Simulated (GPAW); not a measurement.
# A Rh chain with a Cl atom on top of one atom: converging a transmission, part 4 of 5

Aim: the cheapest settings that leave the conductance of a Rh chain with a Cl atom on top of one atom unchanged.

GPAW 26.7.0; GPAW LCAO, PAW setups; Landauer transmission from Green's functions with principal layers (ASE), zero bias.

So far, conductance (G₀): step 2 (the reference run) 3.16; step 3 (width of the vacuum box) 3.15; step 4 (varying the width of the vacuum box, box 6 Å) 3.16; step 9 (varying the energy step: de = 0.2) 3.11; step 10 (energy step: de = 0.1) 3.15.

### 11. Varying the energy step: de = 0.025

run.py reads:

```python
import json
import numpy as np
from ase import Atoms
from ase.transport.calculators import TransportCalculator
from gpaw import GPAW, FermiDirac
from gpaw.lcao.tools import get_lcao_hamiltonian
from scipy.linalg import eigh

# The junction with lead layers at both ends, along the third cell vector
device = Atoms(
    ['Rh', 'Rh', 'Rh', 'Rh', 'Rh', 'Rh', 'Rh', 'Rh', 'Cl', 'Rh', 'Rh', 'Rh', 'Rh', 'Rh', 'Rh', 'Rh'],
    positions=[
        [4.50000, 4.50000, 1.15000],
        [4.50000, 4.50000, 3.45000],
        [4.50000, 4.50000, 5.75000],
        [4.50000, 4.50000, 8.05000],
        [4.50000, 4.50000, 10.35000],
        [4.50000, 4.50000, 12.65000],
        [4.50000, 4.50000, 14.95000],
        [4.50000, 4.50000, 17.25000],
        [6.44080, 4.50000, 17.25000],
        [4.50000, 4.50000, 19.55000],
        [4.50000, 4.50000, 21.85000],
        [4.50000, 4.50000, 24.15000],
        [4.50000, 4.50000, 26.45000],
        [4.50000, 4.50000, 28.75000],
        [4.50000, 4.50000, 31.05000],
        [4.50000, 4.50000, 33.35000]],
    cell=[[9.0, 0.0, 0.0], [0.0, 9.0, 0.0], [0.0, 0.0, 34.5]],
    pbc=True)

# One principal layer of the lead: the first 5 atoms of the device
lead = Atoms(
    ['Rh', 'Rh', 'Rh', 'Rh', 'Rh'],
    positions=[
        [4.50000, 4.50000, 1.15000],
        [4.50000, 4.50000, 3.45000],
        [4.50000, 4.50000, 5.75000],
        [4.50000, 4.50000, 8.05000],
        [4.50000, 4.50000, 10.35000]],
    cell=[[9.0, 0.0, 0.0], [0.0, 9.0, 0.0], [0.0, 0.0, 11.5]],
    pbc=True)

settings = dict(mode='lcao', basis='dzp', xc='PBE', h=0.2,
                occupations=FermiDirac(0.1), maxiter=250,
                mixer=dict(beta=0.1, nmaxold=8, weight=100.0),
                convergence=dict(density=0.0001))
energies = np.arange(-3, 3 + 1e-9, 0.025)
eta = 0.0001
n1, n2 = 1, 1
# k and -k transmit alike, so half of the mesh across the current serves
mesh = [(i, j) for i in range(n1) for j in range(n2) if (i, j) <= (-i % n1, -j % n2)]
weights = np.array([1 if (i, j) == (-i % n1, -j % n2) else 2 for i, j in mesh]) / (n1 * n2)


def ground_state(atoms, size, txt):
    atoms.calc = GPAW(kpts={'size': size, 'gamma': True}, symmetry={'tolerance': 1e-3}, txt=txt, **settings)
    atoms.get_potential_energy()
    return atoms.calc.get_fermi_level()


def blocks(atoms, fermi, points, nz, cells):
    """H - E_F S and S between cell 0 and the cells above it, at each point across the current."""
    kz = np.arange(nz) / nz
    calc = atoms.calc.fixed_density(kpts=[(*k, z) for k in points for z in kz], symmetry='off', txt=None)
    H, S = get_lcao_hamiltonian(calc)
    H = (H - fermi * S).reshape(len(H), len(points), nz, *S.shape[1:])
    S = S.reshape(H.shape[1:])
    phases = [np.exp(-2j * np.pi * kz * R) / nz for R in cells]
    return [(np.einsum('skzij,z->ksij', H, p), np.einsum('kzij,z->kij', S, p)) for p in phases]


def pair(a, b):
    return np.block([[a, b], [b.T.conj(), a]])


def count_channels(h, s, cells, nk=240):
    """Half the number of times that the lead's bands cross each energy, unfolded to its shortest repeat."""
    b = len(h) // cells
    bands = []
    for k in (np.arange(nk + 1) + 0.5) / nk:
        hk, sk = h[:b, :b].copy(), s[:b, :b].copy()
        for R in range(1, cells):
            phase, block = np.exp(2j * np.pi * k * R), slice(R * b, (R + 1) * b)
            hk += h[:b, block] * phase + (h[:b, block] * phase).T.conj()
            sk += s[:b, block] * phase + (s[:b, block] * phase).T.conj()
        bands.append(eigh(hk, sk, eigvals_only=True))
    below = np.array(bands)[:, :, None] < energies
    return (below[1:] != below[:-1]).sum((0, 1)) / 2


fermi_lead = ground_state(lead, (1, 1, 10), 'lead.txt')
fermi_device = ground_state(device, (1, 1, 3), 'device.txt')
T, channels, eigen, tail, misfit, shifts = [], [], [], 0.0, 0.0, []
for first in range(0, len(mesh), 434):
    points = [(i / n1, j / n2) for i, j in mesh[first:first + 434]]
    (H0k, S0k), (H1k, S1k), (H2k, _) = blocks(lead, fermi_lead, points, 5, range(3))
    [(Hk, Sk)] = blocks(device, fermi_device, points, 2, [0])
    tail = max(tail, abs(H2k).max())
    for H0, S0, H1, S1, H, S in zip(H0k, S0k, H1k, S1k, Hk, Sk):
        n = len(S0)
        # Shift the lead onto the potential of the device's first layer
        shift = ((H[:, 0, 0] - H0[:, 0, 0]) / S0[0, 0]).real.mean()
        shifts.append(shift)
        misfit = max(misfit, abs(H[:, :n, :n] - H0 - shift * S0).max())
        Tk, Ck, Ek = [], [], []
        for s in range(len(H)):
            t = s % len(H0)  # a lead without moments serves both spins
            h1, s1 = pair(H0[t] + shift * S0, H1[t] + shift * S1), pair(S0, S1)
            leads = dict(h1=h1, s1=s1, energies=energies, eta=eta, eta1=eta, eta2=eta)
            calc = TransportCalculator(h=H[s], s=S, eigenchannels=0, **leads)
            Tk.append(calc.get_transmission())
            Ck.append(count_channels(h1, s1, 10))
        T.append(Tk)
        channels.append(Ck)
        eigen.append(Ek)
T, channels = np.array(T), np.array(channels)
mean, open_channels = np.einsum('kse,k->se', T, weights), np.einsum('kse,k->se', channels, weights)

print(f'basis functions: device {len(S)}, principal layer {n}')
print(f'Fermi level: lead {fermi_lead:.4f} eV, device {fermi_device:.4f} eV; lead shifted by {np.mean(shifts):.4f} eV')
print(f'largest coupling past the next layer {tail:.2e} eV, largest misfit of the first layer {misfit:.3f} eV')
print('  E-E_F (eV)   ' + 'T (one spin)  channels')
for e, t, c in zip(energies, mean.T, open_channels.T):
    print(f'{e:10.3f}  ', *[f'{x:11.4e}' for x in t], *[f'{x:9.4f}' for x in c])

kT = 8.617333e-5 * 300
fine = np.linspace(energies[0], energies[-1], 4001)
both = np.exp(np.interp(fine, energies, np.log(np.maximum(mean.sum(0) * 2 / len(mean), 1e-30))))
fermi = lambda mu: 1 / (1 + np.exp(np.clip((fine - mu) / kT, -200, 200)))
slope = fermi(0) * (1 - fermi(0)) / kT
G = np.trapezoid(both * slope, fine) / 2
seebeck = -np.trapezoid(both * slope * fine, fine) / (2 * G * 300) * 1e6
print(f'conductance at 300 K: {G:.5g} G0 a cell; thermopower {seebeck:.4g} uV/K')
bias = [0.1, 0.2, 0.5, 1.0, 1.5, 2.0]
current = [38.74 * np.trapezoid(both * (fermi(V / 2) - fermi(-V / 2)), fine) for V in bias]
for V, I in zip(bias, current):
    print(f'current from the zero-bias T(E) at {V} V: {I:.5g} uA')
zero = abs(energies).argmin()
json.dump(dict(energies=energies.tolist(), T=mean.tolist(), channels=open_channels.tolist(), G=G, seebeck=seebeck,
               bias=bias, current=current, tail=tail, misfit=misfit, shift=np.mean(shifts), n_device=len(S), n_lead=n,
               fermi=[fermi_lead, fermi_device], energy=device.get_potential_energy(),
               moments=device.get_magnetic_moments().tolist(), mesh=mesh, weights=weights.tolist(),
               T_k=T[:, :, zero].tolist(), eigen=np.array(eigen[0]).tolist()), open('result.json', 'w'))
```

The run is started by

```
$ OMP_NUM_THREADS=1 OPENBLAS_NUM_THREADS=2 python run.py
```

What it wrote:

```text
basis functions: device 418, principal layer 135
Fermi level: lead -3.7264 eV, device -3.6521 eV; lead shifted by 0.0012 eV
largest coupling past the next layer 2.07e-04 eV, largest misfit of the first layer 0.044 eV
  E-E_F (eV)   T (one spin)  [channel counts left out]
    -3.000    2.0020e+00
    -2.975    2.0010e+00
    -2.950    2.0001e+00
[...]
2.975    1.2605e+00
     3.000    1.3787e+00
conductance at 300 K: 3.1131 G0 a cell; thermopower 8.574 uV/K
current from the zero-bias T(E) at 0.1 V: 24.375 uA
current from the zero-bias T(E) at 0.2 V: 49.907 uA
current from the zero-bias T(E) at 0.5 V: 131.95 uA
current from the zero-bias T(E) at 1.0 V: 271.36 uA
current from the zero-bias T(E) at 1.5 V: 402.7 uA
current from the zero-bias T(E) at 2.0 V: 518.87 uA
```

Elapsed: 5.8 min, on 2 threads of Intel Xeon Platinum 8259CL at 2.50GHz (Skylake/Cascade Lake), shared host; peak memory 1.4 GiB.

The conductance, 3.11 G₀, lies 1.5 % below that of the base run.

### 12. Energy step: de = 0.0125

Changes to run.py since step 11:

```diff
@@ -47,3 +47,3 @@
                 convergence=dict(density=0.0001))
-energies = np.arange(-3, 3 + 1e-9, 0.025)
+energies = np.arange(-3, 3 + 1e-9, 0.0125)
 eta = 0.0001
```

What it wrote:

```text
basis functions: device 418, principal layer 135
Fermi level: lead -3.7264 eV, device -3.6521 eV; lead shifted by 0.0012 eV
largest coupling past the next layer 2.07e-04 eV, largest misfit of the first layer 0.044 eV
  E-E_F (eV)   T (one spin)  [channel counts left out]
    -3.000    2.0020e+00
    -2.987    2.0015e+00
    -2.975    2.0010e+00
[...]
2.988    1.3262e+00
     3.000    1.3787e+00
conductance at 300 K: 3.104 G0 a cell; thermopower 8.284 uV/K
current from the zero-bias T(E) at 0.1 V: 24.309 uA
current from the zero-bias T(E) at 0.2 V: 49.816 uA
current from the zero-bias T(E) at 0.5 V: 131.86 uA
current from the zero-bias T(E) at 1.0 V: 271.27 uA
current from the zero-bias T(E) at 1.5 V: 402.55 uA
current from the zero-bias T(E) at 2.0 V: 518.67 uA
```

It took 6.6 min on 2 threads; peak memory 1.4 GiB.

One spin. Table of transmission, zone mean by energy, zero at the Fermi level:

```
energy (eV)  transmission, zone mean
    -3.0000                     2.00
    -2.7500                     1.99
    -2.5000                     1.97
    -2.2500                     2.00
    -2.0000                     2.25
    -1.7500                     2.68
    -1.5000                     2.91
    -1.2500                     2.97
    -1.0000                     3.07
    -0.9375                     4.27
    -0.7500                     3.88
    -0.5000                     4.27
    -0.4250                     4.34
    -0.2500                     4.28
     0.0000                     3.02
     0.2500                     2.95
     0.5000                     2.88
     0.7500                     2.76
     1.0000                     2.00
     1.2500                    0.361
     1.5000                    0.232
     1.7500                   0.0191
     2.0000                    0.494
     2.2500                    0.978
     2.5000                    0.993
     2.7500                    0.969
     3.0000                     1.38
```

The conductance, 3.10 G₀, lies 1.8 % below that of the base run.

### 13. Convergence in the energy step

The runs and the base run on one axis.

This step: convergence of the conductance (GPAW 26.7.0).

The conductance by energy step:

```
energy step (eV)  conductance (G₀)
          0.0125              3.10
          0.0250              3.11
          0.0750              3.16
          0.1000              3.15
          0.2000              3.11
```

### 14. Varying the k-points along the junction cell: kz = 1

The junction cell repeats along the current in the SCF; more points there keep its states from feeling the period.

This step: GPAW LCAO, PAW setups; Landauer transmission from Green's functions with principal layers (ASE), zero bias (GPAW 26.7.0).

Changes to run.py since step 12:

```diff
@@ -47,3 +47,3 @@
                 convergence=dict(density=0.0001))
-energies = np.arange(-3, 3 + 1e-9, 0.0125)
+energies = np.arange(-3, 3 + 1e-9, 0.075)
 eta = 0.0001
@@ -92,3 +92,3 @@
 fermi_lead = ground_state(lead, (1, 1, 10), 'lead.txt')
-fermi_device = ground_state(device, (1, 1, 3), 'device.txt')
+fermi_device = ground_state(device, (1, 1, 1), 'device.txt')
 T, channels, eigen, tail, misfit, shifts = [], [], [], 0.0, 0.0, []
```

What it wrote:

```text
basis functions: device 418, principal layer 135
Fermi level: lead -3.7264 eV, device -3.6581 eV; lead shifted by 0.0272 eV
largest coupling past the next layer 2.07e-04 eV, largest misfit of the first layer 0.182 eV
  E-E_F (eV)   T (one spin)  [channel counts left out]
    -3.000    2.0149e+00
    -2.925    2.0072e+00
    -2.850    1.9966e+00
    -2.775    1.9867e+00
    -2.700    1.9797e+00
    -2.625    1.9760e+00
    -2.550    1.9747e+00
    -2.475    1.9756e+00
    -2.400    1.9803e+00
    -2.325    1.9907e+00
    -2.250    2.0097e+00
    -2.175    2.0417e+00
    -2.100    2.0930e+00
    -2.025    2.1712e+00
    -1.950    2.2804e+00
    -1.875    2.4138e+00
[...]
2.475    9.9661e-01
     2.550    9.9059e-01
     2.625    9.8341e-01
     2.700    9.7592e-01
     2.775    9.6829e-01
     2.850    9.6009e-01
     2.925    9.4940e-01
     3.000    1.3987e+00
conductance at 300 K: 3.218 G0 a cell; thermopower 11.84 uV/K
current from the zero-bias T(E) at 0.1 V: 25.197 uA
current from the zero-bias T(E) at 0.2 V: 51.466 uA
current from the zero-bias T(E) at 0.5 V: 134.59 uA
current from the zero-bias T(E) at 1.0 V: 274.95 uA
current from the zero-bias T(E) at 1.5 V: 406.43 uA
current from the zero-bias T(E) at 2.0 V: 523.2 uA
```

Elapsed: 4.3 min, on 2 threads; peak memory 1.4 GiB.

This step gave:

* conductance: 3.218 G₀
* largest misfit of the first principal layer: 0.1821 eV
* shift that aligns the lead: 0.02724 eV
* transmission at the Fermi level (one spin): 3.041

One spin. Table of transmission, zone mean by energy, zero at the Fermi level:

```
energy (eV)  transmission, zone mean
      -3.00                     2.01
      -2.77                     1.99
      -2.55                     1.97
      -2.40                     1.98
      -2.17                     2.04
      -1.95                     2.28
      -1.73                     2.68
      -1.57                     2.84
      -1.35                     2.95
      -1.12                     2.89
      -0.90                     3.47
      -0.75                     3.74
      -0.53                     4.16
      -0.38                     4.37
      -0.30                     4.28
      -0.07                     3.90
       0.00                     3.04
       0.07                     3.00
       0.30                     2.95
       0.53                     2.92
       0.75                     2.77
       0.90                     2.64
       1.12                    0.455
       1.35                    0.357
       1.57                    0.225
       1.73                   0.0843
       1.95                    0.158
       2.17                    0.892
       2.40                    0.999
       2.55                    0.991
       2.77                    0.968
       3.00                     1.40
```

Not self-consistent under bias; the bias window is split evenly. Table of current through one cell, from the zero-bias transmission by bias:

```
bias (V)  current through one cell, from the zero-bias transmission (mA)
   0.100                                                          0.0252
   0.200                                                          0.0515
   0.500                                                           0.135
   1.000                                                           0.275
   1.500                                                           0.406
   2.000                                                           0.523
```

The conductance, 3.22 G₀, lies 1.8 % above that of the base run.

### 15. K-points along the junction cell: kz = 2

Changes to run.py since step 14:

```diff
@@ -92,3 +92,3 @@
 fermi_lead = ground_state(lead, (1, 1, 10), 'lead.txt')
-fermi_device = ground_state(device, (1, 1, 1), 'device.txt')
+fermi_device = ground_state(device, (1, 1, 2), 'device.txt')
 T, channels, eigen, tail, misfit, shifts = [], [], [], 0.0, 0.0, []
```

What it wrote:

```text
basis functions: device 418, principal layer 135
Fermi level: lead -3.7264 eV, device -3.6496 eV; lead shifted by 0.0005 eV
largest coupling past the next layer 2.07e-04 eV, largest misfit of the first layer 0.044 eV
  E-E_F (eV)   T (one spin)  [channel counts left out]
    -3.000    2.0025e+00
    -2.925    1.9999e+00
    -2.850    1.9975e+00
    -2.775    1.9941e+00
    -2.700    1.9890e+00
    -2.625    1.9828e+00
    -2.550    1.9767e+00
    -2.475    1.9729e+00
    -2.400    1.9738e+00
    -2.325    1.9828e+00
    -2.250    2.0047e+00
    -2.175    2.0454e+00
    -2.100    2.1117e+00
    -2.025    2.2075e+00
    -1.950    2.3296e+00
    -1.875    2.4656e+00
[...]
2.475    9.9521e-01
     2.550    9.8897e-01
     2.625    9.8183e-01
     2.700    9.7439e-01
     2.775    9.6670e-01
     2.850    9.5819e-01
     2.925    9.4535e-01
     3.000    1.3819e+00
conductance at 300 K: 3.1613 G0 a cell; thermopower 9.833 uV/K
current from the zero-bias T(E) at 0.1 V: 24.716 uA
current from the zero-bias T(E) at 0.2 V: 50.405 uA
current from the zero-bias T(E) at 0.5 V: 132.39 uA
current from the zero-bias T(E) at 1.0 V: 271.7 uA
current from the zero-bias T(E) at 1.5 V: 402.88 uA
current from the zero-bias T(E) at 2.0 V: 516.53 uA
```

Elapsed: 5.3 min, on 2 threads; peak memory 1.4 GiB.

This step gave:

```yaml
conductance: 3.161 G₀
largest_misfit_of_the_first_principal_layer: 0.04387 eV
shift_that_aligns_the_lead: 4.51e-4 eV
transmission_at_the_fermi_level_one_spin: 3.018
```

One spin. Transmission, zone mean against energy, zero at the Fermi level:

```
energy (eV)  transmission, zone mean
      -3.00                     2.00
      -2.77                     1.99
      -2.55                     1.98
      -2.40                     1.97
      -2.17                     2.05
      -1.95                     2.33
      -1.73                     2.71
      -1.57                     2.86
      -1.35                     2.96
      -1.12                     2.96
      -0.90                     3.46
      -0.75                     3.72
      -0.53                     4.22
      -0.45                     4.33
      -0.30                     4.25
      -0.07                     3.68
       0.00                     3.02
       0.07                     2.99
       0.30                     2.94
       0.53                     2.88
       0.75                     2.76
       0.90                     2.40
       1.12                    0.411
       1.35                    0.316
       1.57                    0.173
       1.73                   0.0366
       1.95                    0.298
       2.17                    0.928
       2.40                    0.999
       2.55                    0.989
       2.77                    0.967
       3.00                     1.38
```

Not self-consistent under bias; the bias window is split evenly. The current through one cell, from the zero-bias transmission by bias:

```
bias (V)  current through one cell, from the zero-bias transmission (mA)
   0.100                                                          0.0247
   0.200                                                          0.0504
   0.500                                                           0.132
   1.000                                                           0.272
   1.500                                                           0.403
   2.000                                                           0.517
```

The conductance equals that of the base run to 0.2 %.

### 16. Varying the k-points along the junction cell: kz = 6

Changes to run.py since step 15:

```diff
@@ -92,3 +92,3 @@
 fermi_lead = ground_state(lead, (1, 1, 10), 'lead.txt')
-fermi_device = ground_state(device, (1, 1, 2), 'device.txt')
+fermi_device = ground_state(device, (1, 1, 6), 'device.txt')
 T, channels, eigen, tail, misfit, shifts = [], [], [], 0.0, 0.0, []
```

What it wrote:

```text
basis functions: device 418, principal layer 135
Fermi level: lead -3.7264 eV, device -3.6544 eV; lead shifted by 0.0019 eV
largest coupling past the next layer 2.07e-04 eV, largest misfit of the first layer 0.044 eV
  E-E_F (eV)   T (one spin)  [channel counts left out]
    -3.000    2.0023e+00
    -2.925    1.9992e+00
    -2.850    1.9966e+00
[...]
2.925    9.4577e-01
     3.000    1.3751e+00
conductance at 300 K: 3.1666 G0 a cell; thermopower 10.06 uV/K
current from the zero-bias T(E) at 0.1 V: 24.762 uA
current from the zero-bias T(E) at 0.2 V: 50.5 uA
current from the zero-bias T(E) at 0.5 V: 132.52 uA
current from the zero-bias T(E) at 1.0 V: 271.87 uA
current from the zero-bias T(E) at 1.5 V: 403.14 uA
current from the zero-bias T(E) at 2.0 V: 517.22 uA
```

It took 6.8 min on 2 threads; peak memory 1.4 GiB.

The conductance equals that of the base run to 0.2 %.

### 17. Convergence in the k-points along the junction cell

The runs and the base run on one axis.

This step: convergence of the conductance (GPAW 26.7.0).

The conductance by k-points along the junction cell:

```
k-points along the junction cell  conductance (G₀)
                            1.00              3.22
                            2.00              3.16
                            3.00              3.16
                            6.00              3.17
```

(Part 4 of 5 ends here.)

[Logs are printed without paths, hosts, clocks, repeated set-up lines and the standing remarks that a program may print on its own settings, such as how far it seeks lower states.]

[Hosts, paths, dates, database ids (printed as entryN), source tags and the programs' standing remarks are cut or masked in the printed files.]
